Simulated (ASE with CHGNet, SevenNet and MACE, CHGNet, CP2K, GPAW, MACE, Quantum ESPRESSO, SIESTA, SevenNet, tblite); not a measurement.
# H-capped Ge nanowire along [001] with a Si core (65 atoms) in machine-learned potentials

How do the settings of machine-learned potentials change the result for H-capped Ge nanowire along [001] with a Si core (65 atoms)? A plane-wave run serves as the yardstick.

Method: the method is named at each step, in ASE with CHGNet, SevenNet and MACE.

## 1. The starting structure

The cell holds 65 atoms: 28 Ge, 9 Si and 28 H. Its edges and angles: a = 26.501 Å, b = 26.501 Å, c = 5.658 Å, α = 90.0°, β = 90.0°, γ = 90.0°. It derives from Ge (diamond-structure). Round section of size parameter 6.53 Å cut from diamond-structure Ge (a = 5.658 Å) along [001], 1 period, broken bonds capped with H, 12 Å of vacuum, Si core of radius 3.59 Å. Then every atom was moved at random, 0.02 Å r.m.s. a Cartesian component (hydrogen 0.6 of that). Regions: wire, 37 atoms (28 Ge and 9 Si); hydrogen, 28 atoms (28 H). Vacuum lies along a and b. The structure's axis is c.

The yardstick, on the same geometry:

| Property | Result |
| --- | --- |
| method | Kohn-Sham DFT, PBE, SSSP efficiency 1.3.0 pseudopotentials, plane waves (Quantum ESPRESSO 7.5); sssp-pbe-1.3.0-efficiency, cutoffs 60/480 Ry, Γ point |
| r.m.s. force component | 0.5593 eV/Å |
| longest force | 2.154 eV/Å |
| gap (highest filled to lowest empty level) | 2.054 eV |
| time | 43 min on 1 thread of Arm Neoverse V2, shared host |
| CPU time | 43 min |

## 2. CHGNet r2SCAN potential

Method: machine-learned interatomic potential CHGNet r2SCAN, trained on r2SCAN plane-wave data.

run.py reads:

```python
import numpy as np
from ase.io import read
import mlip  # loads the published weights by name

atoms = read("structure.xyz")
atoms.calc = mlip.calc("chgnet-r2scan")
energy = atoms.get_potential_energy()
forces = atoms.get_forces()
print(f"energy {energy:.6f} eV")
print("forces (eV/A)")
for i, (a, f) in enumerate(zip(atoms, forces)):
    print(f"{i:4d} {a.symbol:2s} {f[0]:10.5f} {f[1]:10.5f} {f[2]:10.5f}")
```

structure.xyz reads:

```xyz
65
Lattice="26.50091 0.00000 0.00000 0.00000 26.50091 0.00000 0.00000 0.00000 5.65800" Properties=species:S:1:pos:R:3 pbc="T T T"
Ge 9.29387 9.25544 1.43498
Ge 9.22285 11.25282 2.85010
Ge 7.24164 11.24275 4.27671
Ge 7.26496 13.23826 0.00136
Ge 9.26763 13.25523 1.38219
Ge 9.24246 15.23882 2.83754
Ge 7.26973 15.22822 4.21889
Ge 9.26498 17.26932 1.39413
Ge 13.18950 7.23899 2.80422
Ge 11.21307 7.22812 4.28073
Ge 11.27587 9.19158 0.02801
Ge 13.23323 9.26207 1.42898
Si 13.21070 11.25494 2.79166
Si 11.28541 11.24460 4.24537
Si 11.27826 13.25708 0.00464
Si 13.22210 13.24621 1.42989
Si 13.25761 15.26929 2.82408
Si 11.22685 15.27009 4.24786
Ge 11.26819 17.26932 5.63531
Ge 13.26848 17.26243 1.44483
Ge 13.25337 19.29001 2.82985
Ge 11.26633 19.32897 4.25951
Ge 15.18052 7.23899 4.23235
Ge 15.23140 9.27373 0.04232
Ge 17.29555 9.25120 1.41331
Ge 17.24891 11.21625 2.80790
Si 15.28095 11.27110 4.19829
Si 15.28970 13.23641 5.65279
Ge 17.27250 13.29683 1.46186
Ge 17.26269 15.22636 2.80478
Si 15.23696 15.26161 4.22008
Ge 15.30507 17.26799 0.00543
Ge 17.32391 17.30536 1.37721
Ge 15.20463 19.24178 4.27784
Ge 19.29107 11.21651 4.19337
Ge 19.23489 13.22819 0.04662
Ge 19.27862 15.19986 4.23597
H 7.97783 9.25067 0.54294
H 9.20483 7.98684 2.25986
H 7.22971 10.00462 5.10623
H 5.97834 11.23321 3.35587
H 5.99292 13.24886 0.86601
H 6.01915 15.22212 3.38309
H 7.22335 16.48754 5.17283
H 8.01202 17.24229 0.57355
H 9.21437 18.52652 2.28696
H 13.27987 5.94972 1.92049
H 10.00939 7.23952 3.34139
H 11.22552 6.00564 5.11500
H 13.26132 20.47381 1.97679
H 9.98899 19.25238 3.33533
H 11.23718 20.51488 5.14522
H 16.47138 7.23687 3.35633
H 15.21682 6.02286 5.11868
H 18.46239 9.21993 0.52031
H 17.23407 7.99718 2.34360
[... 5 atom lines left out ...]
H 20.50481 11.25308 3.37652
H 20.50746 13.26079 0.84678
H 20.48414 15.25790 3.35316
H 19.28180 16.49973 5.14029
```

Command:

```bash
$ OMP_NUM_THREADS=1 python run.py > output.txt
```

Log:

```text
CHGNet vr2scan initialized with 412,525 parameters
CHGNet will run on cpu
energy -556.263672 eV
forces (eV/A)
   0 Ge   -0.37242    0.25184   -0.41333
   1 Ge    0.21061   -0.09502    0.08241
   2 Ge   -0.07305    0.89830   -0.52762
   3 Ge    0.12299    0.01292   -0.36108
   4 Ge    0.08917   -0.05908   -0.00917
   5 Ge    0.06724    0.16400    0.02382
   6 Ge    0.32123    0.12344    0.53252
   7 Ge    0.45865   -0.07216    0.29445
   8 Ge    0.08518   -0.05485    0.30513
   9 Ge    0.38185    0.79381   -0.54804
  10 Ge   -0.22081    0.26382   -0.21137
  11 Ge    0.06009    0.02664    0.14392
  12 Si    0.13828    0.18974    0.21947
  13 Si    0.01350    0.10515    0.04938
  14 Si    0.09615   -0.01811   -0.13486
  15 Si    0.23958    0.07044   -0.14133
  16 Si   -0.07357   -0.21664    0.10082
  17 Si    0.26709   -0.20222   -0.03119
  18 Ge   -0.11835    0.04883   -0.01951
  19 Ge    0.03645   -0.12551    0.00034
  20 Ge   -0.01000   -1.23300    1.17629
  21 Ge   -0.05867   -0.82834   -0.80744
  22 Ge   -0.04838    0.40491   -0.37112
  23 Ge    0.12852   -0.01220   -0.37132
[...]
57 H     0.28416    0.00883   -0.21311
  58 H    -0.66305    0.19450    0.65850
  59 H    -0.04656    0.33282    0.27444
  60 H     0.28265    0.26298   -0.43153
  61 H     0.91445    0.02960   -0.59686
  62 H     0.45145    0.00513    0.27824
  63 H     0.31220   -0.02017   -0.26068
  64 H     0.19895   -0.58788   -0.56801
```

Wall time 4.9 s (1 thread of Arm Neoverse V2, shared host); peak memory 0.58 GiB.

Banners, paths, timers and routine set-up lines are dropped from the logs unmarked, and long logs keep their key lines alone; longer cuts are marked.

Compared with the plane-wave run:

- r.m.s. force component: 0.4003 eV/Å
- r.m.s. difference of force components: 257.7 meV/Å
- longest difference of force vectors: 933.4 meV/Å
- force difference over r.m.s. force: 46.08 %
- slope of forces against the reference's: 0.65
- correlation of force components: 0.9082

Length of the force difference by element (eV/Å):

```tsv
element	atoms	mean	most
Ge	28	0.46	0.93
H	28	0.38	0.68
Si	9	0.35	0.53
```

A closer look about Si15, one of the 9 Si atoms: 9 atoms, nearest first, numbered in the order of the input, with positions taken from that point.

```tsv
atom	x	y	z	distance (Å)	bonds	Fx	Fy	Fz (eV/Å)
Si15	0.00	0.00	0.00	0.00	4	0.10	-0.02	-0.13
Si16	1.94	-0.01	1.43	2.41	4	0.24	0.07	-0.14
Ge5	-2.01	0.00	1.38	2.44	4	0.09	-0.06	-0.01
Si18	-0.05	2.01	-1.41	2.46	4	0.27	-0.20	-0.03
Si14	0.01	-2.01	-1.42	2.46	4	0.01	0.11	0.05
Si13	1.93	-2.00	2.79	3.94	4	0.14	0.19	0.22
Si17	1.98	2.01	2.82	3.99	4	-0.07	-0.22	0.10
Si13	1.93	-2.00	-2.87	4.00	4	0.14	0.19	0.22
Si17	1.98	2.01	-2.84	4.00	4	-0.07	-0.22	0.10
```

Atoms are counted from 1 here, from 0 in the log.

Forces lie 46 % from the reference's, at 0.0013 times its CPU time.

## 3. SevenNet 0 potential

Method: machine-learned interatomic potential SevenNet 0, trained on PBE(+U) plane-wave data.

run.py: that of step 2 with these lines changed.

```diff
@@ -5,3 +5,3 @@
 atoms = read("structure.xyz")
-atoms.calc = mlip.calc("chgnet-r2scan")
+atoms.calc = mlip.calc("7net-0")
 energy = atoms.get_potential_energy()
```

structure.xyz is that of step 2.

Log:

```text
energy -263.788330 eV
forces (eV/A)
   0 Ge   -0.65861    0.25845   -0.44077
   1 Ge    0.51882   -0.02137    0.20610
   2 Ge   -0.42575    0.48893   -0.96506
   3 Ge   -0.24441    0.08291   -0.01759
   4 Ge    0.39598   -0.11369   -0.04129
   5 Ge    0.40083    0.31221   -0.12203
   6 Ge   -0.00009    0.28707    0.44045
   7 Ge    0.56704   -0.19967    0.48165
   8 Ge    0.09679   -0.44084    0.03608
   9 Ge    0.30087    0.38626   -0.32282
  10 Ge   -0.25659    0.66979   -0.53763
  11 Ge    0.15379    0.27487    0.35283
  12 Si    0.34789    0.39527    0.54505
  13 Si    0.01694    0.24401    0.11396
  14 Si    0.22060   -0.01612   -0.38831
  15 Si    0.38925    0.15019   -0.22202
  16 Si   -0.20354   -0.47643    0.31182
  17 Si    0.61194   -0.45395   -0.04331
  18 Ge   -0.07335   -0.02157   -0.09663
  19 Ge    0.02354   -0.31312    0.03079
  20 Ge   -0.14319   -0.91523    0.76214
  21 Ge   -0.19575   -0.88448   -0.45773
  22 Ge    0.10413    0.58022    0.05042
  23 Ge    0.38574    0.13714   -0.54066
[...]
57 H     0.61190    0.04348   -0.36168
  58 H    -0.76667    0.45199    0.87077
  59 H     0.00674    0.66222    0.37394
  60 H     0.56504    0.32270   -0.61173
  61 H     1.16017   -0.02292   -0.68206
  62 H     0.55254   -0.00987    0.31382
  63 H     0.71701   -0.04353   -0.38030
  64 H     0.47033   -0.70654   -0.80650
```

The job ended after 9.2 s (1 thread; peak memory 0.7 GiB).

Numbers from this run, and their distance from the reference:

```yaml
r_m_s_force_component: 0.4851 eV/Å
r_m_s_difference_of_force_components: 247.4 meV/Å
longest_difference_of_force_vectors: 870.4 meV/Å
force_difference_over_r_m_s_force: 44.23 %
slope_of_forces_against_the_reference_s: 0.7783
correlation_of_force_components: 0.8974
```

Against the first run (46 %), the force difference from the reference is 44 %, at 2.1 times the CPU time.

## 4. MACE MP-0b3 medium potential

Method: machine-learned interatomic potential MACE MP-0b3 medium, trained on PBE(+U) plane-wave data.

run.py: that of step 3 with these lines changed.

```diff
@@ -5,3 +5,3 @@
 atoms = read("structure.xyz")
-atoms.calc = mlip.calc("7net-0")
+atoms.calc = mlip.calc("mace-mp-0b3-medium")
 energy = atoms.get_potential_energy()
```

structure.xyz is that of step 3.

Log:

```text
energy -262.011723 eV
forces (eV/A)
   0 Ge   -0.85001    0.09999   -0.46421
   1 Ge    0.62172    0.15448    0.16029
   2 Ge   -0.44773    0.44582   -0.76956
   3 Ge    0.25553    0.13925   -0.25328
   4 Ge    0.16613   -0.13480    0.21654
   5 Ge    0.48660    0.19430   -0.19567
   6 Ge   -0.01236    0.39345    0.76983
   7 Ge    0.34649   -0.03537    0.55214
   8 Ge    0.04462    0.06635    0.20316
   9 Ge    0.19232    0.37020   -0.64237
  10 Ge   -0.08738    0.82122   -0.50169
  11 Ge    0.11048    0.02931    0.18692
  12 Si    0.35751    0.28953    0.57487
  13 Si   -0.18098    0.02591    0.15032
  14 Si    0.11702    0.00693   -0.44564
  15 Si    0.38183    0.14058   -0.20172
  16 Si   -0.24437   -0.38986    0.37761
  17 Si    0.46827   -0.33468   -0.06390
  18 Ge    0.06966   -0.05595   -0.07163
  19 Ge    0.06982   -0.07746   -0.21643
  20 Ge   -0.14075   -1.44471    0.94262
  21 Ge   -0.40514   -0.86574   -0.72963
  22 Ge    0.29047    0.49895   -0.15351
  23 Ge    0.24519    0.15687   -0.59793
[...]
57 H     0.10256    0.19964    0.10579
  58 H    -0.51150   -0.01164    0.45574
  59 H    -0.10599    0.68049    0.50679
  60 H     0.07543    0.07920   -0.26141
  61 H     1.12382    0.10648   -0.75624
  62 H     0.89241    0.00629    0.45488
  63 H     0.69279   -0.14277   -0.49348
  64 H     0.01244   -0.50322   -0.42885
```

Run time: 6.9 s. Hardware: 1 thread; peak memory 0.75 GiB.

Compared with the plane-wave run:

```yaml
r_m_s_force_component: 0.4752 eV/Å
r_m_s_difference_of_force_components: 162.7 meV/Å
longest_difference_of_force_vectors: 660 meV/Å
force_difference_over_r_m_s_force: 29.09 %
slope_of_forces_against_the_reference_s: 0.8185
correlation_of_force_components: 0.9635
```

Against the first run (46 %), the force difference from the reference is 29 %, at 2.1 times the CPU time.

## 5. All runs compared

Differences are against the plane-wave reference, forces as r.m.s. over components; share is that over the reference's r.m.s. force, slope the least-squares factor from reference forces to these. Total energies of different programs have different zeros and aren't compared.

```tsv
run	Δ force, r.m.s. (meV/Å)	share (%)	slope	cores	CPU time	memory (GiB)
reference	-	-	-	1	43 min	12
CHGNet r2SCAN potential	258	46.1	0.650	1	3.3 s	0.58
SevenNet 0 potential	247	44.2	0.778	1	6.9 s	0.7
MACE MP-0b3 medium potential	163	29.1	0.819	1	6.9 s	0.75
```

Times of the machine-learned potentials are mostly Python's start and the loading of weights.

CPU time is summed over cores on a shared host, where runs went side by side, so it is rough. Symmetry, cutoffs, thresholds, outputs and thread counts weren't matched or tuned between programs; memory under MPI is the largest rank's times the ranks.

## 6. Summary of results

```
nearest in forces : MACE MP-0b3 medium potential, 29 %
its CPU time      : 6.9 s
```

In words: Machine-learned potentials differ by 29 % (MACE MP-0b3 medium potential) to 46 % (CHGNet r2SCAN potential); they were trained on other programs' data, some at another functional. Among those trained on PBE data the slope goes as low as 0.78, with a correlation of 0.90, so directions differ as well as sizes. Machine-learned potentials mimic data converged in k, so the reference's own k-point error enters their differences. The cell is under 6 Å thick along one periodic direction, so every atom has periodic images of itself close by, which move with it and show among its neighbours and in g(r). The electronic-structure runs sample only Γ, in a cell whose periodic width is 6 Å.

[Also dropped from logs without a mark: logging warnings of Python, and SIESTA's first energy breakdown and zero terms.]

[Logs are printed without paths, hosts, clocks, repeated set-up lines and the standing remarks that a program may print on its own settings, such as how far it seeks lower states.]

[Hosts, paths, dates, database ids (printed as entryN), source tags and the programs' standing remarks are cut or masked in the printed files.]
